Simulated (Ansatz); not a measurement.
**Squeezing and shearing glassy 58SiO2-11Na2O-13BaO-18CaO (mol %) (102 atoms)**

How stiff is glassy 58SiO2-11Na2O-13BaO-18CaO (mol %) (102 atoms), and how do its levels respond to strain?

Method: Kohn-Sham DFT, LDA, PAW (set soft_2), plane waves, in Ansatz 0.2.0.

### 1. The starting structure

The cell holds 102 atoms: 22 Si, 8 Na, 5 Ba, 7 Ca and 60 O. Its edges and angles: a = 11.396 Å, b = 11.396 Å, c = 11.396 Å, α = 90.0°, β = 90.0°, γ = 90.0°. 102 atoms (22 Si, 8 Na, 5 Ba, 7 Ca, 60 O) placed at random at 3.02 g/cm³, melted at 4000 K for 10 ps at fixed volume with the Morse and Coulomb pair potential with partial charges (Pedone, Malavasi, Menziani, Cormack and Segre, J. Phys. Chem. B 110, 11780 (2006)). Quenched from 4000 K to 300 K at 50 K/ps and fixed volume, held 10 ps at zero pressure.

What the set-up can't give: The quench rate of 50 K/ps far exceeds what a furnace or splat quench reaches, so expect more defects and frozen-in strain than in a real sample. The network of bonds at the start is that of the classical potential that made the cell, and needn't be the one that DFT or experiment would give. The Brillouin zone is sampled at Γ only. The levels lack spin–orbit coupling, which is large for the heavy elements here.

### 2. Single point at the start

A single point comes first, to see the forces before anything moves.

Input file input.yaml:

```yaml
crystal:
  lattice:
    - [11.39575, 0.0, 0.0]
    - [0.0, 11.39575, 0.0]
    - [0.0, 0.0, 11.39575]
  atoms:
    - { symbol: Si, position: [0.45292, 0.57218, 0.96812] }
    - { symbol: Si, position: [0.64082, 0.91683, 0.33929] }
    - { symbol: Si, position: [0.78261, 0.10787, 0.48856] }
    - { symbol: Si, position: [0.21488, 0.61838, 0.64231] }
    - { symbol: Si, position: [0.79737, 0.04642, 0.8984] }
    - { symbol: Si, position: [0.62128, 0.2247, 0.16479] }
    - { symbol: Si, position: [0.26546, 0.48464, 0.40424] }
    - { symbol: Si, position: [0.92807, 0.83081, 0.78122] }
    - { symbol: Si, position: [0.59131, 0.49054, 0.17878] }
    - { symbol: Si, position: [0.39364, 0.8187, 0.07449] }
    - { symbol: Si, position: [0.87312, 0.73098, 0.01815] }
    - { symbol: Si, position: [0.64562, 0.1926, 0.71695] }
    - { symbol: Si, position: [0.95892, 0.67879, 0.55057] }
    - { symbol: Si, position: [0.65889, 0.89145, 0.07274] }
    - { symbol: Si, position: [0.19792, 0.53595, 0.90879] }
    - { symbol: Si, position: [0.38481, 0.11417, 0.78123] }
    - { symbol: Si, position: [0.36406, 0.71765, 0.33287] }
    - { symbol: Si, position: [0.16818, 0.08264, 0.31831] }
    - { symbol: Si, position: [0.57626, 0.73641, 0.50294] }
    - { symbol: Si, position: [0.85853, 0.48222, 0.13197] }
    - { symbol: Si, position: [0.03567, 0.31529, 0.97961] }
    - { symbol: Si, position: [0.44739, 0.08343, 0.32227] }
    - { symbol: Na, position: [0.02176, 0.90037, 0.44757] }
    - { symbol: Na, position: [0.49594, 0.7838, 0.79697] }
    - { symbol: Na, position: [0.9906, 0.41084, 0.68342] }
    - { symbol: Na, position: [0.24168, 0.32754, 0.75937] }
    - { symbol: Na, position: [0.88076, 0.99823, 0.18024] }
    - { symbol: Na, position: [0.73549, 0.89478, 0.62428] }
    - { symbol: Na, position: [0.45394, 0.08931, 0.00442] }
    - { symbol: Na, position: [0.66307, 0.5525, 0.71329] }
    - { symbol: Ba, position: [0.04666, 0.11592, 0.68727] }
    - { symbol: Ba, position: [0.34284, 0.92198, 0.56562] }
    - { symbol: Ba, position: [0.30462, 0.29109, 0.13159] }
    - { symbol: Ba, position: [0.55283, 0.38866, 0.48617] }
    - { symbol: Ba, position: [0.09769, 0.70732, 0.21329] }
    - { symbol: Ca, position: [0.08359, 0.9958, 0.03247] }
    - { symbol: Ca, position: [0.26752, 0.22502, 0.50377] }
    - { symbol: Ca, position: [0.67061, 0.37647, 0.91205] }
    - { symbol: Ca, position: [0.00364, 0.37294, 0.41804] }
    - { symbol: Ca, position: [0.94329, 0.20878, 0.22003] }
    - { symbol: Ca, position: [0.77436, 0.59717, 0.39823] }
    - { symbol: Ca, position: [0.23984, 0.82522, 0.866] }
    - { symbol: O, position: [0.56143, 0.82288, 0.60945] }
    - { symbol: O, position: [0.87601, 0.47642, 0.26862] }
    - { symbol: O, position: [0.93309, 0.73503, 0.43007] }
    - { symbol: O, position: [0.7206, 0.4767, 0.09472] }
    - { symbol: O, position: [0.87591, 0.01357, 0.54015] }
    - { symbol: O, position: [0.18074, 0.03916, 0.45259] }
    - { symbol: O, position: [0.05148, 0.8913, 0.79002] }
    - { symbol: O, position: [0.25113, 0.78205, 0.36498] }
    - { symbol: O, position: [0.33858, 0.57968, 0.32181] }
    - { symbol: O, position: [0.90625, 0.76364, 0.65521] }
    - { symbol: O, position: [0.64373, 0.33444, 0.71998] }
    - { symbol: O, position: [0.09888, 0.67341, 0.58193] }
    - { symbol: O, position: [0.74607, 0.2, 0.18089] }
    - { symbol: O, position: [0.13981, 0.49408, 0.34539] }
    - { symbol: O, position: [0.12889, 0.42167, 0.96421] }
    - { symbol: O, position: [0.66679, 0.80576, 0.41283] }
    - { symbol: O, position: [0.99631, 0.29498, 0.84971] }
    - { symbol: O, position: [0.621, 0.58454, 0.26637] }
    - { symbol: O, position: [0.40586, 0.7024, 0.98171] }
    - { symbol: O, position: [0.40232, 0.76873, 0.20782] }
    - { symbol: O, position: [0.89534, 0.73788, 0.88119] }
    - { symbol: O, position: [0.34287, 0.19867, 0.88465] }
    - { symbol: O, position: [0.90629, 0.08362, 0.96681] }
    - { symbol: O, position: [0.58632, 0.35787, 0.23432] }
    - { symbol: O, position: [0.45242, 0.73204, 0.43838] }
    - { symbol: O, position: [0.94439, 0.84139, 0.06547] }
    - { symbol: O, position: [0.69934, 0.15, 0.59157] }
    - { symbol: O, position: [0.89669, 0.61362, 0.09622] }
    - { symbol: O, position: [0.70208, 0.99362, 0.99078] }
    - { symbol: O, position: [0.91303, 0.54674, 0.54025] }
    - { symbol: O, position: [0.07383, 0.00834, 0.24626] }
    - { symbol: O, position: [0.48722, 0.51577, 0.09221] }
    - { symbol: O, position: [0.83024, 0.93458, 0.81011] }
    - { symbol: O, position: [0.51844, 0.8794, 0.05538] }
    - { symbol: O, position: [0.33725, 0.50237, 0.91082] }
    - { symbol: O, position: [0.62273, 0.61594, 0.53299] }
    [... 18 atom lines left out ...]
    - { symbol: O, position: [0.08921, 0.21491, 0.05117] }
    - { symbol: O, position: [0.17099, 0.64394, 0.98233] }
    - { symbol: O, position: [0.11337, 0.32821, 0.57526] }
    - { symbol: O, position: [0.28055, 0.89034, 0.04751] }
    - { symbol: O, position: [0.68012, 0.90767, 0.20549] }
    - { symbol: O, position: [0.72876, 0.77393, 0.03619] }
kpoints:
  mp_grid: { grid: [1, 1, 1] }
hamiltonian:
  xc: lda
scf:
  occupations: { method: fixed }
output:
  forces: true
```

Run with:

```
> ansatz run input.yaml --threads 4 --pin off --max-ram 8192MiB --backend cpu --events-out ev --progress --plain --runs-dir out
```

Output:

```text
Engine: ansatz 0.2.0, aarch64-unknown-linux-gnu
Pseudopotentials: kind: paw
Pseudopotential: Si, paw, valence charge 4, recommended cutoff 420 eV (normal), Si.paw.azcp
Pseudopotential: Na, paw, valence charge 9, recommended cutoff 420 eV (normal), Na.paw.azcp
Pseudopotential: Ba, paw, valence charge 10, recommended cutoff 420 eV (normal), Ba.paw.azcp
Pseudopotential: Ca, paw, valence charge 10, recommended cutoff 420 eV (normal), Ca.paw.azcp
Pseudopotential: O, paw, valence charge 6, recommended cutoff 420 eV (normal), O.paw.azcp
[... 3 lines on functional and potentials left out ...]
Crystal: 102 atoms, lattice volume = 1479.888 Å³
Basis set: ecut = 420 eV, 28887 PW (Γ)
Bands: 422, of which v1, the nominal top of the filled ones, is band 320 counted from 1 (319 counted from 0)
Symmetry: 1 space group operations
Space group: P1 (ITA 1), of the structure as read, at distance tolerance 1.1e-4 Å
k-points: 1
[... 16 lines on functional and potentials left out ...]
Initial density: superposition of atomic densities (neutral atoms: chi_scale 0, normalization atom), corrected by the library's trained network
Initial wavefunctions: pseudopotential atomic-orbital guess
Functional: x = slater, c = lda
SCF iter   1: F=—  HF=-99868.614536 eV  |F-HF|=—  |Δ(HF+E_count)|=         —  Δρ=1.34e-2  dr2=2.45e0  ethr=1.77e-3  ⟨swp⟩=6.0  Hψ=1430  notcnv=0  defer=99
preconditioner: auto → Resta (q_TF=auto, 2.373 Å⁻¹)  ε∞=3.1  [insulator: Δε(μ)=2.539 eV  Ē_g=16.312 eV  n_scr=340 (ndim 8)  ℏωp=23.6 eV  f_vac=0.120  ε∞_Penn≈3.1]
SCF iter   2: F=—  HF=-99867.961615 eV  |F-HF|=—  |Δ(HF+E_count)|=   6.53e-1  Δρ=4.31e-3  dr2=1.25e-1  ethr=3.83e-4  ⟨swp⟩=2.0  Hψ=654  notcnv=0  defer=99
SCF iter   3: F=—  HF=-99867.928304 eV  |F-HF|=—  |Δ(HF+E_count)|=   3.33e-2  Δρ=1.73e-3  dr2=3.40e-2  ethr=1.95e-5  ⟨swp⟩=3.0  Hψ=550  notcnv=0  defer=97
automatic band count: iteration 3 solves 419 bands in place of 422: the levels show a gap, and the empty bands left out lie too high to hold charge; the band table lists the bands solved (type scf.n_extra_bands for more)
SCF iter   4: F=—  HF=-99867.922704 eV  |F-HF|=—  |Δ(HF+E_count)|=   5.60e-3  Δρ=1.08e-3  dr2=1.57e-2  ethr=5.31e-6  ⟨swp⟩=3.0  Hψ=524  notcnv=0  defer=97
SCF iter   5: F=—  HF=-99867.919062 eV  |F-HF|=—  |Δ(HF+E_count)|=   3.64e-3  Δρ=2.32e-4  dr2=9.20e-4  ethr=2.45e-6  ⟨swp⟩=3.0  Hψ=524  notcnv=0  defer=97
SCF iter   6: F=—  HF=-99867.919040 eV  |F-HF|=—  |Δ(HF+E_count)|=   2.23e-5  Δρ=1.10e-4  dr2=2.03e-4  ethr=1.44e-7  ⟨swp⟩=2.0  Hψ=623  notcnv=0  defer=96
SCF iter   7: F=—  HF=-99867.919079 eV  |F-HF|=—  |Δ(HF+E_count)|=   3.96e-5  Δρ=3.55e-5  dr2=2.24e-5  ethr=3.16e-8  ⟨swp⟩=3.0  Hψ=522  notcnv=0  defer=95
SCF iter   8: F=—  HF=-99867.919094 eV  |F-HF|=—  |Δ(HF+E_count)|=   1.49e-5  Δρ=1.61e-5  dr2=3.92e-6  ethr=3.50e-9  ⟨swp⟩=2.0  Hψ=622  notcnv=0  defer=95
SCF iter   9: F=—  HF=-99867.919095 eV  |F-HF|=—  |Δ(HF+E_count)|=   5.90e-7  Δρ=6.27e-6  dr2=7.13e-7  ethr=6.12e-10  ⟨swp⟩=2.0  Hψ=601  notcnv=0  defer=95
SCF iter  10: F=—  HF=-99867.919095 eV  |F-HF|=—  |Δ(HF+E_count)|=   2.96e-7  Δρ=2.50e-6  dr2=1.21e-7  ethr=1.11e-10  ⟨swp⟩=2.0  Hψ=622  notcnv=0  defer=95
SCF iter  11: F=-99867.919095 eV  HF=-99867.919095 eV  |F-HF|=1.60e-8  |Δ(HF+E_count)|=   5.24e-8  Δρ=1.61e-6  dr2=3.72e-8  ethr=1.56e-11  ⟨swp⟩=4.0  Hψ=1243  notcnv=0
SCF 1 converged in 11 iterations: F = -99867.919095 eV  dr2 = 3.72e-8
  greatest PAW one-centre occupation: 0.999 electrons in one spin orbital (limit 2), on the Na atom at site 24 (counted from 0), in its partial waves of l = 0
SCF converged after 11 iterations
Free energy (F): -99867.919095 eV
Harris-Foulkes:  -99867.919095 eV  (|F-HF|=1.60e-8)
Internal energy: -99867.919095 eV  (E = F + TS)
E sigma→0 (E₀):  -99867.919095 eV
Fermi energy:    4.832490 eV
--- Per-component energies (eV) ---
  E_band       = -4342.331035
  E_kinetic    = 15387.142590
  E_local      = -46647.353427  (includes V_loc(G=0)·N_el)
  E_nonlocal   = 5275.860836
  E_hartree    = 16961.184884
  E_xc         = -7698.618662
  E_vxc        = -8972.063127  (∫ρ·V_xc dr)
  E_paw        = -52535.683546  (= ΣΔE_a)
  E_vpaw       = -3308.445961  (= ΣTr[D̂ρ^β])
  E_aug_tail   = 0.155162  (compensation charges beyond the density's cutoff)
  E_ewald      = -30622.799358
  E_core_change = 12.192424  (= ΣΔE_core)
  E_smearing   = -0.000000  (= −TS)
  E_closure    = 0.000000  (closes the sum)
  Σ components = -99867.919095   (vs F -99867.919095, Δ=0.00e0)
--- Forces (eV/Å), atoms counted from 1 ---
  atom   1  Si    -0.45246295    -1.69331189    -1.95118828
  atom   2  Si     0.01263788     3.48954359     0.16934418
  atom   3  Si     3.50510689    -0.78461812    -1.43173975
  atom   4  Si    -0.88679285     0.42660379     1.09255970
  atom   5  Si    -1.17119709    -0.84931569    -1.27419268
  atom   6  Si    -3.84171048     3.33075541     1.11077308
  atom   7  Si    -0.69848309     2.45312106    -0.18306866
  atom   8  Si    -0.49500978     0.35885058    -0.06965436
  atom   9  Si     3.28582226    -2.46270754    -0.88191603
  atom  10  Si     1.06786272    -2.75371542     1.98783491
  atom  11  Si    -2.34627971     2.46231528     1.23660994
  atom  12  Si     1.63121335     1.29008663    -1.20500732
  atom  13  Si     1.92047459    -1.41548245     1.09832357
  atom  14  Si    -0.41544359    -2.54108769    -2.29264842
[...]
atom 101  O      1.38625205     0.66964858     2.02070773
  atom 102  O      1.10538447    -1.18974406    -0.41119752
  max |Σ_I F_I| component: 1.25e-4 eV/Å
```

The job ended after 23 s (4 threads of Arm Neoverse V1, shared host; peak memory 1.8 GiB).

The column dr2 measures how far the density is from self-consistency, as an energy; F and HF (Harris–Foulkes) agree once it is small.

The r.m.s. force at the start is 1.3 eV/Å.

(Part 1 of 4 ends here.)

[Logs are printed without paths, hosts, clocks, repeated set-up lines and the standing remarks that a program may print on its own settings, such as how far it seeks lower states.]

[Hosts, paths, dates, database ids (printed as entryN), source tags and the programs' standing remarks are cut or masked in the printed files.]
